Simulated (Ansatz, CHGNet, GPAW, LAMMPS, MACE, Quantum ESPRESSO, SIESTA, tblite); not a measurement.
# SIESTA on glassy 61Al2O3-39P2O5 (mol %) (104 atoms): settings against a plane-wave reference, part 2 of 2

Aim: run glassy 61Al2O3-39P2O5 (mol %) (104 atoms) in SIESTA and see how near its forces come to a plane-wave reference, and at what cost.

Program: SIESTA 5.4.2; the method stands at each step. Banners, paths, timers and routine set-up lines are dropped from the logs unmarked, and long logs keep their key lines alone; longer cuts are marked. The potentials were converted by us to PSML.

So far. Step 2 (PBE, DZP, shift 0.01 Ry, mesh 500 Ry): Forces lie 21 % from the reference's, at 6.5 times its CPU time. Step 3 (PBE, DZ, shift 0.01 Ry, mesh 500 Ry): Against the first run (21 %), the force difference from the reference is 168 %, at 0.40 times the CPU time (on 2 against 4 cores), with 832 basis functions against 1352: the smaller basis costs accuracy.

## (4) PBE, SZ, shift 0.02 Ry, mesh 500 Ry

Method: Kohn-Sham DFT, PBE, PseudoDojo 0.4.1 norm-conserving pseudopotentials (converted to PSML), numerical atomic orbitals (SZ), diagonalisation.

Contents of input.fdf:

```
SystemLabel cell
NumberOfAtoms 104
NumberOfSpecies 3
%block ChemicalSpeciesLabel
  1 13 Al
  2 15 P
  3 8 O
%endblock ChemicalSpeciesLabel
LatticeConstant 1.0 Ang
%block LatticeVectors
  10.92802 0.00000 0.00000
  0.00000 10.92802 0.00000
  0.00000 0.00000 10.92802
%endblock LatticeVectors
PAO.BasisSize SZ
PAO.EnergyShift 0.02 Ry
XC.Functional GGA
XC.Authors PBE
MeshCutoff 500 Ry
%block kgrid_Monkhorst_Pack
  1 0 0 0.0
  0 1 0 0.0
  0 0 1 0.0
%endblock kgrid_Monkhorst_Pack
SolutionMethod diagon
OccupationFunction FD
ElectronicTemperature 580 K
SCF.Mixer.Method Pulay
SCF.Mixer.Weight 0.15
SCF.Mixer.History 8
SCF.Mix Hamiltonian
MaxSCFIterations 300
SCF.DM.Tolerance 1e-04
SCF.H.Tolerance 1.0e-3 eV
WriteForces T
Write.HirshfeldPop T
Write.VoronoiPop T
Write.DM F
Write.H F
XML.Write F
AtomicCoordinatesFormat Fractional
%block AtomicCoordinatesAndAtomicSpecies
[... 104 atom lines left out: the same atoms as in the first run ...]
%endblock AtomicCoordinatesAndAtomicSpecies
```

Started as:

```console
> OMP_NUM_THREADS=1 siesta < input.fdf > output.txt
```

What it wrote:

```text
Version         : 5.4.2
reinit: System Name:
reinit: System Label: cell
initatom: Reading input for the pseudopotentials and atomic orbitals ----------
Species number:   1 Atomic number:   13 Label: Al
Species number:   2 Atomic number:   15 Label: P
Species number:   3 Atomic number:    8 Label: O
Ground state valence configuration (from tables):   3s02  3p01  3d00  4f00
Ground state valence configuration (from tables):   3s02  3p03  3d00  4f00
Ground state valence configuration (from tables):   2s02  2p04  3d00  4f00
---- Processing specs for species: Al
[... lines left out ...]
        iscf     Eharris(eV)        E_KS(eV)     FreeEng(eV)     dDmax    Ef(eV) dHmax(eV)
[... lines left out ...]
SCF Convergence by DM+H criterion
[... lines left out ...]
SCF cycle converged after 13 iterations
[... lines left out ...]
   Max   11.203908
[... lines left out ...]
   Max   11.203908    constrained
Stress tensor Voigt[x,y,z,yz,xz,xy] (kbar):     -215.01     -269.76     -242.02      -26.96       13.21        4.22
[... lines left out ...]
siesta: FreeEng =    -34448.855181
[... lines left out ...]
siesta:         Fermi =      -2.144095
[... lines left out ...]
siesta:     0.002632   -0.168369   -0.016827
siesta:     0.008246   -0.016827   -0.151059
siesta: Cell volume =       1305.041864 Ang**3
siesta: Pressure (static):
siesta:                Solid            Molecule  Units
siesta:           0.00164686          0.00194341  Ry/Bohr**3
siesta:           0.15120793          0.17843602  eV/Ang**3
siesta:         242.26181460        285.88601619  kBar
    Orbital volume contribution        =          16.876010 eV
    (Free)E + p_basis*V_orbitals       =      -34431.979172 eV
    (Free)Eharris+ p_basis*V_orbitals  =      -34431.979172 eV
Hirshfeld Atomic Populations:
Atom #   charge [q] valence [e]  Species
     1     0.340499    2.659501  Al
     2     0.417302    2.582698  Al
     3     0.397373    2.602627  Al
[...]
23     0.706030    4.293970  P
    24     0.721815    4.278185  P
    25     0.692347    4.307653  P
[...]
37    -0.297514    6.297514  O
    38    -0.258413    6.258413  O
    39    -0.312057    6.312057  O
[...]
--------------------
 Total    -0.000014
Voronoi Atomic Populations:
Atom #   charge [q] valence [e]  Species
[...]
21     0.532542    2.467458  Al
    22     0.394774    2.605226  Al
[...]
35     0.830821    4.169179  P
    36     0.764815    4.235185  P
[...]
103    -0.261156    6.261156  O
   104    -0.298505    6.298505  O
--------------------
 Total    -0.000014
```

Wall time 92 s (1 thread of Arm Neoverse V2, shared host); peak memory 0.92 GiB.

Numbers from this run, and their distance from the reference:

- r.m.s. force component: 3.051 eV/Å
- r.m.s. difference of force components: 2516 meV/Å
- longest difference of force vectors: 7407 meV/Å
- force difference over r.m.s. force: 224 %
- slope of forces against the reference's: 1.679
- correlation of force components: 0.6182
- gap (highest filled to lowest empty level): 2.562 eV
- gap difference: -0.7788 eV
- pressure: 24.23 GPa
- pressure difference: 19.42 GPa

This is a coarse setting, run to see what it loses.

Against the first run (21 %), the force difference from the reference is 224 %, at 0.21 times the CPU time (on 1 against 4 cores).

The difference per atom is largest on O (4.5 eV/Å on average, against 1.4 on P).

## (5) The ladder

Differences are against the plane-wave reference, forces as r.m.s. over components; share is that over the reference's r.m.s. force, slope the least-squares factor from reference forces to these. Total energies of different programs have different zeros and aren't compared.

```csv
run,"Δ force, r.m.s. (meV/Å)",share (%),slope,Δ pressure (GPa),Δ gap (eV),cores,CPU time,memory (GiB)
reference,-,-,-,-,-,4,67 s,1.6
"SIESTA PBE, DZP, shift 0.01 Ry, mesh 500 Ry",231,20.6,1.107,3.13,-0.0316,4,7.3 min,3.0
"SIESTA PBE, DZ, shift 0.01 Ry, mesh 500 Ry (coarse)",1892,168,1.503,20.3,-0.372,2,2.9 min,1.6
"SIESTA PBE, SZ, shift 0.02 Ry, mesh 500 Ry (coarse)",2516,224,1.679,19.4,-0.779,1,92 s,0.92
```

Rows marked coarse were listed beforehand as settings not expected to be converged; some can still land near the reference.

CPU time is summed over cores on a shared host, where runs went side by side, so it is rough. Symmetry, cutoffs, thresholds, outputs and thread counts weren't matched or tuned between programs; memory under MPI is the largest rank's times the ranks.

## (6) Outcome

| Item | Value |
| --- | --- |
| nearest in forces | SIESTA PBE, DZP, shift 0.01 Ry, mesh 500 Ry, 21 % |
| its CPU time | 7.3 min |

The PBE run in local orbitals, coarse settings apart, differs by 21 % (SIESTA PBE, DZP, shift 0.01 Ry, mesh 500 Ry); basis, grid and potentials can all enter. Runs with settings chosen to be coarse differ by 168 % (SIESTA PBE, DZ, shift 0.01 Ry, mesh 500 Ry) to 224 % (SIESTA PBE, SZ, shift 0.02 Ry, mesh 500 Ry), their programs' other errors included. None of the electronic-structure runs in the table takes under half the reference's CPU time of 67 s; they take 1.4 to 6.5 times as much. SIESTA PBE, DZP, shift 0.01 Ry, mesh 500 Ry stiffens the forces by a factor of 1.11 while following their directions (correlation 0.988). At the same functional, gaps differ from the reference's 3.34 eV by between -0.78 and -0.03 eV. In pressure, SIESTA PBE, DZ, shift 0.01 Ry, mesh 500 Ry misses by +20.3 GPa, at the same functional. The quench rate of 50 K/ps is many orders above laboratory rates, so the cell is likely richer in defects and strain than a real sample. The network of bonds at the start is that of the classical potential that made the cell, and needn't be the one that DFT or experiment would give. The reference's stress is far from hydrostatic: its diagonal is 1.7, 7.8, 4.9 GPa, compression counted positive. The electronic-structure runs sample only Γ, in a cell whose shortest periodic width is 11 Å.

[Also dropped from logs without a mark: logging warnings of Python, and SIESTA's first energy breakdown and zero terms.]

[Logs are printed without paths, hosts, clocks, repeated set-up lines and the standing remarks that a program may print on its own settings, such as how far it seeks lower states.]

[Hosts, paths, dates, database ids (printed as entryN), source tags and the programs' standing remarks are cut or masked in the printed files.]
